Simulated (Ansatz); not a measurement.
**YCu2Pb2: relaxing a made-up structure**

This structure for YCu2Pb2 is made up. Its elements were placed in a known structure type with a cell scaled to their sizes. What cell does the guess relax to, and how far off was it?

Main program and level: Ansatz 0.2.0; DFT, PBE, plane-wave PAW, files of the set soft_1, scalar-relativistic, ferromagnetic start, cell and ions relaxed at zero pressure; PAW set soft_1, in the first sound run; inputs show where later runs differ.

## Step 1: The starting structure

It takes space group I4/mmm (No. 139, tetragonal). The conventional cell has a = 4.440 Å, b = 4.440 Å, c = 11.428 Å, α = 90.00°, β = 90.00°, γ = 90.00°. Nearest to Pb lie 1 Pb at 2.66 Å and 4 Cu at 2.69 Å and 4 Y at 3.41 Å. Y has 8 Pb at 3.41 Å and 8 Cu at 3.62 Å nearest. Nearest to Cu lie 4 Pb at 2.69 Å and 4 Cu at 3.14 Å and 4 Y at 3.62 Å. Farther neighbours are not listed.

## Step 2: Relaxation of the guess

The guessed cell has no reason to be at equilibrium. It is relaxed with the atoms, within the space group of the guess.

The input, input.yaml:

```yaml
crystal:
  lattice:
    - [-2.22, 2.22, 5.714]
    - [2.22, -2.22, 5.714]
    - [2.22, 2.22, -5.714]
  atoms:
    - { symbol: Pb, position: [0.3836, 0.3836, 0.0] }
    - { symbol: Pb, position: [0.6164, 0.6164, 0.0] }
    - { symbol: "Y", position: [0.0, 0.0, 0.0] }
    - { symbol: Cu, position: [0.25, 0.75, 0.5], spin: 0.6 }
    - { symbol: Cu, position: [0.75, 0.25, 0.5], spin: 0.6 }
magnetization:
  spin_polarized: true
kpoints:
  mp_grid: { grid: [9, 9, 9] }
scf:
  occupations: { method: fermi_dirac, width: 0.05 }
hamiltonian:
  xc: pbe
  pseudopotentials: { kind: paw, azcp: { folder: soft_1 } }
relax:
  f_tol: 0.015
  max_steps: 70
  cell: {}
output:
  forces: true
  stress: true
```

Run with:

```
$ ansatz run input.yaml --threads 4 --pin off --max-ram 8192MiB --backend cpu --events-out ev --progress --plain --runs-dir out
```

Numbers of over 12 decimals in the logs are rounded to 6 here.

The log of the run:

```text
basis.fft_grid_basis auto: the FFT boxes are laid along the combinations [[1, 0, 1], [0, 1, 1], [0, 0, 1]] of the cell's own vectors, 4.440, 4.440 and 6.520 Å long. The dense box has 30×30×45 points. Along the cell's own vectors, as sized, it would have 45×45×45, 2.25 times as many. Of the 16 symmetry operations that the crystal satisfies within crystal.symmetry.tolerance (time reversal apart; of a slab, those that k [...]
Engine: ansatz 0.2.0, aarch64-unknown-linux-gnu
Pseudopotentials: kind: paw
Pseudopotential: Pb, paw, valence charge 14, recommended cutoff 420 eV (normal), soft_1/Pb.paw.azcp
Pseudopotential: Y, paw, valence charge 11, recommended cutoff 420 eV (normal), soft_1/Y.paw.azcp
Pseudopotential: Cu, paw, valence charge 19, recommended cutoff 420 eV (normal), soft_1/Cu.paw.azcp
Functional definition: PBE
  parameter kappa = 0.804
  parameter beta = 0.066725
  exchange = pbe_x(kappa = kappa, mu = beta*pi^2/3)
  correlation = pbe_c(beta = beta)
Crystal: 5 atoms, lattice volume = 112.644 Å³
Basis set: ecut = 420 eV, 2187 PW (Γ), FFT grids on a1+a3, a2+a3, a3, exchange–correlation on 60×60×90 points (8 copies of the dense FFT grid, shifted against one another)
Bands: 47, of which v1, the nominal top of the filled ones, is band 39 counted from 1 (38 counted from 0)
Symmetry: 16 space group operations
Space group: I4/mmm (ITA 139), of the structure as read, at distance tolerance 4.8e-5 Å
Magnetic group: BNS 139.531 (UNI 1191), of the structure as read, at distance tolerance 4.8e-5 Å
k-points: 75 of 729
Non-local potential: Pb, projectors of the file, l = 0: 2, l = 1: 2, l = 2: 2, l = 3: 1
Non-local potential: Y, projectors of the file, l = 0: 3, l = 1: 2, l = 2: 2, l = 3: 1
Non-local potential: Cu, projectors of the file, l = 0: 3, l = 1: 2, l = 2: 3, l = 3: 1
PAW form: soft (Blöchl's): semilocal exchange-correlation on the pseudo side does not see the compensation charge
PAW one-centre angular grid: Pb, 590 points (default); XC on 64 Gauss nodes
PAW one-centre angular grid: Y, 590 points (default); XC on 64 Gauss nodes
PAW one-centre angular grid: Cu, 590 points (default); XC on 64 Gauss nodes
Initial density: superposition of atomic densities (chi_scale 0.1, normalization cell, long waves kept (reshape's long-wave potential 0.00 eV rms))
Starting moments: Σ|m| = 1.2 μB on 2 of 5 sites
Initial wavefunctions: pseudopotential atomic-orbital guess
Functional: x = pbe(κ = 0.804, μ = 0.219515), c = pbe(β = 0.066725)
SCF iter   1: F=—  HF=-40918.648070 eV  |F-HF|=—  |Δ(HF+E_count)|=         —  Δρ=9.00e-2 (↑9.00e-2 ↓3.73e-2)  dr2=2.00e1  dr2_m=8.86e-1  M=0.182 μB ∫|m|=0.427 μB  β_m=0.30  ethr=3.10e-3  ⟨swp⟩=7.8  Hψ=28174  notcnv=0
preconditioner: auto → Kerker (q_TF=auto, 2.561 Å⁻¹)  [metal: Δε(μ)=0.006 eV  Ē_g=11.629 eV  σ=0.050 eV  W_gap=0.03  n_scr=32 (ndim 8)  ℏωp=26.9 eV  f_vac=0.000  D(μ)=2.39/eV (n_scr^D=10)]
spin=Collinear: Kerker preconditioning applied to the charge; magnetization (m = ρ↑ − ρ↓) channel mixes plain (no charge-response kernel on spin).
SCF iter   2: F=—  HF=-40917.225123 eV  |F-HF|=—  |Δ(HF+E_count)|=    1.42e0  Δρ=4.66e-2 (↑1.95e-2 ↓4.66e-2)  dr2=2.05e0  dr2_m=8.36e-1  M=0.041 μB ∫|m|=0.168 μB  β_m=0.30  ethr=3.10e-3  ⟨swp⟩=2.8  Hψ=15688  notcnv=0  defer=172
SCF iter   3: F=—  HF=-40916.705690 eV  |F-HF|=—  |Δ(HF+E_count)|=   5.19e-1  Δρ=3.02e-2 (↑3.02e-2 ↓1.59e-2)  dr2=1.38e0  dr2_m=4.20e-1  M=0.038 μB ∫|m|=0.162 μB  β_m=0.30  ethr=2.66e-3  ⟨swp⟩=2.1  Hψ=11264  notcnv=0  defer=234
SCF iter   4: F=—  HF=-40916.462119 eV  |F-HF|=—  |Δ(HF+E_count)|=   2.44e-1  Δρ=1.81e-2 (↑1.81e-2 ↓1.37e-2)  dr2=9.47e-2  dr2_m=2.45e-1  M=0.025 μB ∫|m|=0.117 μB  β_m=0.30  ethr=1.79e-3  ⟨swp⟩=3.6  Hψ=13523  notcnv=0  defer=236
SCF iter   5: F=—  HF=-40916.483962 eV  |F-HF|=—  |Δ(HF+E_count)|=   2.18e-2  Δρ=1.78e-2 (↑6.28e-3 ↓1.78e-2)  dr2=1.32e-1  dr2_m=1.42e-1  M=0.016 μB ∫|m|=0.083 μB  β_m=0.30  ethr=1.23e-4  ⟨swp⟩=2.8  Hψ=12292  notcnv=0  defer=243
SCF iter   6: F=—  HF=-40916.487053 eV  |F-HF|=—  |Δ(HF+E_count)|=   3.09e-3  Δρ=1.21e-2 (↑5.40e-3 ↓1.21e-2)  dr2=5.19e-2  dr2_m=7.83e-2  M=0.011 μB ∫|m|=0.065 μB  β_m=0.30  ethr=1.23e-4  ⟨swp⟩=2.0  Hψ=11421  notcnv=0  defer=250
SCF iter   7: F=—  HF=-40916.486778 eV  |F-HF|=—  |Δ(HF+E_count)|=   2.75e-4  Δρ=8.86e-3 (↑4.18e-3 ↓8.86e-3)  dr2=2.69e-2  dr2_m=4.34e-2  M=0.008 μB ∫|m|=0.052 μB  β_m=0.30  ethr=6.74e-5  ⟨swp⟩=1.0  Hψ=6800  notcnv=0  defer=250
Mixer restart at iter 7: flushing history
spin-set hold released at iteration 7 (site moments contracting): the magnetisation degrees of freedom join the quasi-Newton model from the next iteration; the mixer history was flushed
SCF iter   8: F=—  HF=-40916.485718 eV  |F-HF|=—  |Δ(HF+E_count)|=   1.06e-3  Δρ=5.09e-3 (↑4.63e-3 ↓5.09e-3)  dr2=3.29e-3  dr2_m=2.41e-2  M=0.005 μB ∫|m|=0.041 μB  β_m=0.59  ethr=3.49e-5  ⟨swp⟩=1.7  Hψ=7542  notcnv=0  defer=250
SCF iter   9: F=—  HF=-40916.495768 eV  |F-HF|=—  |Δ(HF+E_count)|=   1.00e-2  Δρ=5.02e-3 (↑2.31e-3 ↓5.02e-3)  dr2=3.96e-2  dr2_m=1.92e-3  M=0.000 μB ∫|m|=0.015 μB  β_m=0.46  ethr=4.27e-6  ⟨swp⟩=2.1  Hψ=13351  notcnv=0  defer=250
SCF iter  10: F=—  HF=-40916.487033 eV  |F-HF|=—  |Δ(HF+E_count)|=   8.73e-3  Δρ=8.61e-4 (↑8.61e-4 ↓2.85e-4)  dr2=7.97e-4  dr2_m=9.29e-5  M=-0.001 μB ∫|m|=0.007 μB  β_m=0.73  ethr=4.27e-6  ⟨swp⟩=2.1  Hψ=13515  notcnv=0  defer=252
SCF iter  11: F=—  HF=-40916.487108 eV  |F-HF|=—  |Δ(HF+E_count)|=   7.46e-5  Δρ=1.20e-4 (↑1.20e-4 ↓8.66e-5)  dr2=5.11e-5  dr2_m=3.81e-7  M=-0.000 μB ∫|m|=0.001 μB  β_m=0.65  ethr=1.04e-6  ⟨swp⟩=1.8  Hψ=8736  notcnv=0  defer=251
SCF iter  12: F=—  HF=-40916.487120 eV  |F-HF|=—  |Δ(HF+E_count)|=   1.22e-5  Δρ=4.06e-5 (↑3.09e-5 ↓4.06e-5)  dr2=5.37e-6  dr2_m=6.99e-8  M=-0.000 μB ∫|m|=0.001 μB  β_m=0.82  ethr=6.64e-8  ⟨swp⟩=2.0  Hψ=8901  notcnv=0  defer=251
SCF iter  13: F=—  HF=-40916.487124 eV  |F-HF|=—  |Δ(HF+E_count)|=   4.22e-6  Δρ=1.83e-5 (↑1.83e-5 ↓1.68e-5)  dr2=1.73e-6  dr2_m=8.08e-9  M=-0.000 μB ∫|m|=0.000 μB  β_m=0.91  ethr=6.97e-9  ⟨swp⟩=2.0  Hψ=9051  notcnv=0  defer=251
SCF iter  14: F=—  HF=-40916.487125 eV  |F-HF|=—  |Δ(HF+E_count)|=   1.67e-7  Δρ=6.61e-6 (↑4.35e-6 ↓6.61e-6)  dr2=1.85e-7  dr2_m=2.07e-9  M=-0.000 μB ∫|m|=0.000 μB  β_m=0.96  ethr=2.25e-9  ⟨swp⟩=2.1  Hψ=9078  notcnv=0  defer=251
SCF iter  15: F=—  HF=-40916.487125 eV  |F-HF|=—  |Δ(HF+E_count)|=   5.95e-9  Δρ=1.19e-6 (↑7.29e-7 ↓1.19e-6)  dr2=5.45e-9  dr2_m=1.76e-10  M=0.000 μB ∫|m|=0.000 μB  β_m=0.98  ethr=1.30e-10  ⟨swp⟩=4.1  Hψ=20336  notcnv=0
[...]
relax step   4: F+E_penalty+E_count = -40916.77990878 eV  Δ(F+E_penalty+E_count) = -1.367e-2 eV  max|allowed force component| = 4.219e-2 eV/Å  Δτ_max = 0.0301 Å  P = -0.467 GPa  Ω = 114.855 Å³  energy of the carried Pulay correction = -6.910e-4 eV  (6 SCF iters, dr2 threshold 5.00e-7 eV, accepted)
[...]
relax step   5: F+E_penalty+E_count = -40916.78525203 eV  Δ(F+E_penalty+E_count) = -5.343e-3 eV  max|allowed force component| = 4.630e-2 eV/Å  Δτ_max = 0.0155 Å  P = -0.027 GPa  Ω = 113.932 Å³  energy of the carried Pulay correction = -4.043e-4 eV  (8 SCF iters, dr2 threshold 5.00e-7 eV, accepted)
[...]
relax step   6: F+E_penalty+E_count = -40916.78701397 eV  Δ(F+E_penalty+E_count) = -1.762e-3 eV  max|allowed force component| = 4.405e-2 eV/Å  Δτ_max = 0.0083 Å  P = +0.131 GPa  Ω = 113.589 Å³  energy of the carried Pulay correction = -2.970e-4 eV  (8 SCF iters, dr2 threshold 3.46e-7 eV, accepted)
[...]
relax step   7: F+E_penalty+E_count = -40916.78721598 eV  Δ(F+E_penalty+E_count) = -2.020e-4 eV  max|allowed force component| = 1.440e-3 eV/Å  Δτ_max = 0.0022 Å  P = +0.010 GPa  Ω = 113.820 Å³  energy of the carried Pulay correction = -3.693e-4 eV  (7 SCF iters, dr2 threshold 1.63e-7 eV, accepted)
Initial wavefunctions: pseudopotential atomic-orbital guess (no wavefunctions were taken with the density)
iter 1 solved again at ethr=1.03e-7 eV; its pass at ethr=3.10e-3 eV (dr2=7.96e-5 eV) is discarded
SCF iter   1: F=—  HF=-40916.781117 eV  |F-HF|=—  |Δ(HF+E_count)|=         —  Δρ=4.74e-4 (↑4.74e-4 ↓4.74e-4)  dr2=2.52e-5  dr2_m=5.43e-12  M=0.000 μB ∫|m|=0.000 μB  β_m=0.30  ethr=1.03e-7  ⟨swp⟩=4.0  Hψ=49218  notcnv=0
preconditioner: auto → Kerker (q_TF=auto, 2.556 Å⁻¹)  [metal: Δε(μ)=0.023 eV  Ē_g=12.774 eV  σ=0.050 eV  W_gap=0.11  n_scr=32 (ndim 8)  ℏωp=26.7 eV  f_vac=0.000  D(μ)=1.31/eV (n_scr^D=2)]
spin=Collinear: Kerker preconditioning applied to the charge; magnetization (m = ρ↑ − ρ↓) channel mixes plain (no charge-response kernel on spin).
SCF iter   2: F=—  HF=-40916.784360 eV  |F-HF|=—  |Δ(HF+E_count)|=   3.24e-3  Δρ=3.34e-4 (↑3.34e-4 ↓3.34e-4)  dr2=1.14e-5  dr2_m=2.74e-12  M=0.000 μB ∫|m|=0.000 μB  β_m=0.62  ethr=3.27e-8  ⟨swp⟩=2.0  Hψ=8454  notcnv=0
SCF iter   3: F=—  HF=-40916.787422 eV  |F-HF|=—  |Δ(HF+E_count)|=   3.06e-3  Δρ=6.41e-5 (↑6.41e-5 ↓6.41e-5)  dr2=7.22e-6  dr2_m=4.19e-14  M=0.000 μB ∫|m|=0.000 μB  β_m=0.47  ethr=1.48e-8  ⟨swp⟩=2.0  Hψ=9426  notcnv=0
SCF iter   4: F=—  HF=-40916.787455 eV  |F-HF|=—  |Δ(HF+E_count)|=   3.27e-5  Δρ=1.32e-5 (↑1.32e-5 ↓1.32e-5)  dr2=1.38e-7  dr2_m=7.61e-15  M=0.000 μB ∫|m|=0.000 μB  β_m=0.48  ethr=9.37e-9  ⟨swp⟩=2.0  Hψ=9305  notcnv=0
SCF iter   5: F=—  HF=-40916.787460 eV  |F-HF|=—  |Δ(HF+E_count)|=   4.97e-6  Δρ=1.70e-6 (↑1.70e-6 ↓1.70e-6)  dr2=2.60e-8  dr2_m=5.77e-15  M=0.000 μB ∫|m|=0.000 μB  β_m=0.62  ethr=1.79e-10  ⟨swp⟩=2.3  Hψ=11808  notcnv=0
SCF iter   6: F=—  HF=-40916.787460 eV  |F-HF|=—  |Δ(HF+E_count)|=   1.36e-8  Δρ=5.46e-7 (↑5.45e-7 ↓5.46e-7)  dr2=3.25e-9  dr2_m=4.99e-16  M=0.000 μB ∫|m|=0.000 μB  β_m=0.81  ethr=3.37e-11  ⟨swp⟩=1.3  Hψ=7107  notcnv=0
SCF iter   7: F=—  HF=-40916.787462 eV  |F-HF|=—  |Δ(HF+E_count)|=   2.04e-6  Δρ=1.13e-6 (↑1.13e-6 ↓1.13e-6)  dr2=3.74e-9  dr2_m=1.98e-16  M=-0.000 μB ∫|m|=0.000 μB  β_m=0.91  ethr=4.22e-12  ⟨swp⟩=3.0  Hψ=14562  notcnv=0
SCF iter   8: F=—  HF=-40916.787462 eV  |F-HF|=—  |Δ(HF+E_count)|=   7.79e-9  Δρ=5.47e-7 (↑5.47e-7 ↓5.47e-7)  dr2=1.51e-9  dr2_m=2.61e-17  M=-0.000 μB ∫|m|=0.000 μB  β_m=0.95  ethr=4.22e-12  ⟨swp⟩=2.0  Hψ=9438  notcnv=0
SCF iter   9: F=—  HF=-40916.787462 eV  |F-HF|=—  |Δ(HF+E_count)|=  5.02e-10  Δρ=2.70e-7 (↑2.70e-7 ↓2.70e-7)  dr2=2.96e-10  dr2_m=4.15e-18  M=0.000 μB ∫|m|=0.000 μB  β_m=0.88  ethr=1.96e-12  ⟨swp⟩=1.2  Hψ=7086  notcnv=0
SCF iter  10: F=-40916.787462 eV  HF=-40916.787462 eV  |F-HF|=7.28e-11  |Δ(HF+E_count)|=  3.20e-10  Δρ=1.09e-7 (↑1.09e-7 ↓1.09e-7)  dr2=3.83e-11  dr2_m=3.25e-18  M=0.000 μB ∫|m|=0.000 μB  ethr=1.00e-12  ⟨swp⟩=3.0  Hψ=22273  notcnv=0
the starting moments were not kept: the SCF closed with an absolute magnetisation of 2.4e-9 μB, where they sum to 1.2 μB in size (2 sites). That is at most 0.1 of that sum. Measured as dr2_m measures the in/out step, that magnetisation stands 4.1e-19 eV from none, at or under the dr2_threshold of 5.0e-11 eV: it is no larger than a step whose dr2_m would equal this threshold.
SCF 8 converged in 10 iterations: F = -40916.787462 eV  dr2 = 3.83e-11
relax step   8: F+E_penalty+E_count = -40916.78746156 eV  Δ(F+E_penalty+E_count) = -2.456e-4 eV  max|allowed force component| = 1.629e-3 eV/Å  Δτ_max = 0.0000 Å  P = +0.005 GPa  Ω = 113.820 Å³  stress off target by 5.62e-3 GPa  SCF on the basis re-selected at this cell (its energy is not comparable with the rows above)  (10 SCF iters)
basis re-selected at this cell: Δ(F+E_penalty+E_count) = -2.456e-4 eV, ΔP = -0.005 GPa vs the last step (what re-selecting the basis moved, of the pressure what is left beyond the Pulay correction that the steps carried, after the strain that the cell walked since its last selection, with what the two solves' SCF thresholds leave and, on support functions, any second-order correction that the steps lacked; it is no m [...]
SCF converged after 10 iterations
Magnetization: 0.0000 μB (38.5000 up, 38.5000 down)
Absolute magnetization: 0.0000 μB (∫|ρ↑−ρ↓|, with the PAW one-centre terms)
Spin contamination: 0.0000 ħ² per cell (⟨S²⟩ above its minimum at these occupations)
Per-site moments (μB) at R_I (Å): [(-8.961341862005431e-11, 1.095441), (-8.961344726412048e-11, 1.095441), (4.896715410047361e-10, 1.411011), (-1.2005856716126832e-10, 1.095441), (-1.2005854437735456e-10, 1.095441)]
Free energy (F): -40916.787462 eV
Harris-Foulkes:  -40916.787462 eV  (|F-HF|=7.28e-11)
Internal energy: -40916.776506 eV  (E = F + TS)
E sigma→0 (E₀):  -40916.781984 eV
Entropy (-TS):   -0.010955 eV (-2.191 meV/atom)
Fermi energy:    12.273839 eV
--- Per-component energies (eV) ---
  E_band       = -1033.293550
  E_kinetic    = 1428.040822
  E_local      = -14962.720476  (includes V_loc(G=0)·N_el)
  E_nonlocal   = 2429.805927
  E_hartree    = 6408.453316
  E_xc         = -723.479820
  E_vxc        = -654.439706  (∫ρ·V_xc dr)
  E_paw        = -27250.028617  (= ΣΔE_a)
  E_vpaw       = -2090.888250  (= ΣTr[D̂ρ^β])
  E_aug_tail   = 0.001933  (compensation charges beyond the density's cutoff)
  E_ewald      = -8246.849592
  E_smearing   = -0.010955  (= −TS)
  E_closure    = -0.000000  (closes the sum)
  Σ components = -40916.787462   (vs F -40916.787462, Δ=0.00e0)
--- Forces (eV/Å), atoms counted from 1 ---
  atom   1  Pb    -0.00000000    -0.00000000     0.00162863
  atom   2  Pb    -0.00000000    -0.00000000    -0.00162863
  atom   3  Y     -0.00000000     0.00000000     0.00000000
  atom   4  Cu     0.00000000    -0.00000000     0.00000000
  atom   5  Cu     0.00000000    -0.00000000     0.00000000
  max |Σ_I F_I| component: 6.07e-17 eV/Å
--- Stress (GPa, compression-positive) ---
        0.005622       0.000000       0.000000
        0.000000       0.005622       0.000000
        0.000000       0.000000       0.004405
  P = ⅓ Tr σ = 0.0052 GPa (0.052 kbar)
--- Relaxed structure (7 steps of the walk, 7 accepted, 1 SCFs on fresh bases) ---
  F+E_penalty+E_count = -40916.78746156 eV   max|allowed force component| = 1.629e-3 eV/Å   (the final SCF, on the basis selected at the relaxed cell)
  cell:  # Å, volume = 113.8199 Å³
    - [-2.182821, 2.182821, 5.972029]
    - [2.182821, -2.182821, 5.972029]
    - [2.182821, 2.182821, -5.972029]
  atoms:
    - { symbol: Pb, position: [0.376630, 0.376630, 0] }
    - { symbol: Pb, position: [0.623370, 0.623370, 0] }
    - { symbol: Y, position: [3.643101454624027e-19, 3.6431014546240205e-19, 0] }
    - { symbol: Cu, position: [0.250000, 0.750000, 0.500000] }
    - { symbol: Cu, position: [0.750000, 0.250000, 0.500000] }
```

The job ended after 73 s (4 threads of Arm Neoverse V2, shared host; peak memory 0.84 GiB; 4.8 min of CPU time).

Relaxation path:

| step | energy less that of the first step (eV) | largest force component (eV/Å) | pressure (GPa) | volume (Å³) |
| --- | --- | --- | --- | --- |
| 1 | 0.0000 | 2.5334 | 1.20 | 112.64 |
| 2 | -0.1650 | 1.2055 | 0.47 | 114.95 |
| 3 | -0.2791 | 0.4113 | -0.07 | 114.51 |
| 4 | -0.2928 | 0.0422 | -0.47 | 114.85 |
| 5 | -0.2981 | 0.0463 | -0.03 | 113.93 |
| 6 | -0.2999 | 0.0441 | 0.13 | 113.59 |
| 7 | -0.3001 | 0.0014 | 0.01 | 113.82 |
| 8* | -0.3003 | 0.0016 | 0.01 | 113.82 |

Relaxation steps marked * repeat the geometry before them on a plane-wave basis chosen anew for their cell, so energy and pressure can jump there.

The run keeps the 16 symmetry operations that it works with, so distortions that break them were not tested.

```
conventional cell, symmetrised  before   after  change
                         a (Å)   4.440   4.366  -1.7 %
                         b (Å)   4.440   4.366  -1.7 %
                         c (Å)  11.428  11.944  +4.5 %
              volume (Å³/atom)   22.53   22.76  +1.0 %
```

The atoms that moved most (Å, as changes of fractional coordinates times the final cell):

```csv
atom,dx,dy,dz,length
Pb2,0.000,0.000,0.083,0.083
Pb1,0.000,0.000,-0.083,0.083
```

The relaxed structure:

```cif
data_structure
_symmetry_space_group_name_H-M 'P 1'
_symmetry_Int_Tables_number 1
_cell_length_a 6.7227
_cell_length_b 6.7227
_cell_length_c 6.7227
_cell_angle_alpha 142.106
_cell_angle_beta 142.106
_cell_angle_gamma 54.669
_cell_volume 113.82
loop_
_atom_site_label
_atom_site_type_symbol
_atom_site_fract_x
_atom_site_fract_y
_atom_site_fract_z
_atom_site_occupancy
Pb1 Pb 0.37663 0.37663 0.00000 1
Pb2 Pb 0.62337 0.62337 0.00000 1
Y3 Y 0.00000 0.00000 0.00000 1
Cu4 Cu 0.25000 0.75000 0.50000 1
Cu5 Cu 0.75000 0.25000 0.50000 1
```

Numbers from this step:

```
free energy             : -40916.7875 eV
energy at zero smearing : -40916.7820 eV
smearing term TS        : 0.01096 eV
Fermi energy            : 12.27 eV
electrons               : 77
symmetry operations     : 16
pressure                : 0.005216 GPa
```

The shortest distance of each pair, which need not be the same contact before and after:

| pair | guess (Å) | relaxed (Å) |
| --- | --- | --- |
| Cu–Pb | 2.694 | 2.656 |
| Pb–Pb | 2.660 | 2.947 |
| Cu–Cu | 3.140 | 3.087 |
| Pb–Y | 3.410 | 3.421 |
| Cu–Y | 3.618 | 3.699 |

The relaxation ends with a largest force component of 0.0016 eV/Å and a pressure of 0.01 GPa. The starting moments have collapsed: the run ends non-magnetic.

(Part 1 of 2 ends here.)

[Logs are printed without paths, hosts, clocks, repeated set-up lines and the standing remarks that a program may print on its own settings, such as how far it seeks lower states.]

[Hosts, paths, dates, database ids (printed as entryN), source tags and the programs' standing remarks are cut or masked in the printed files.]
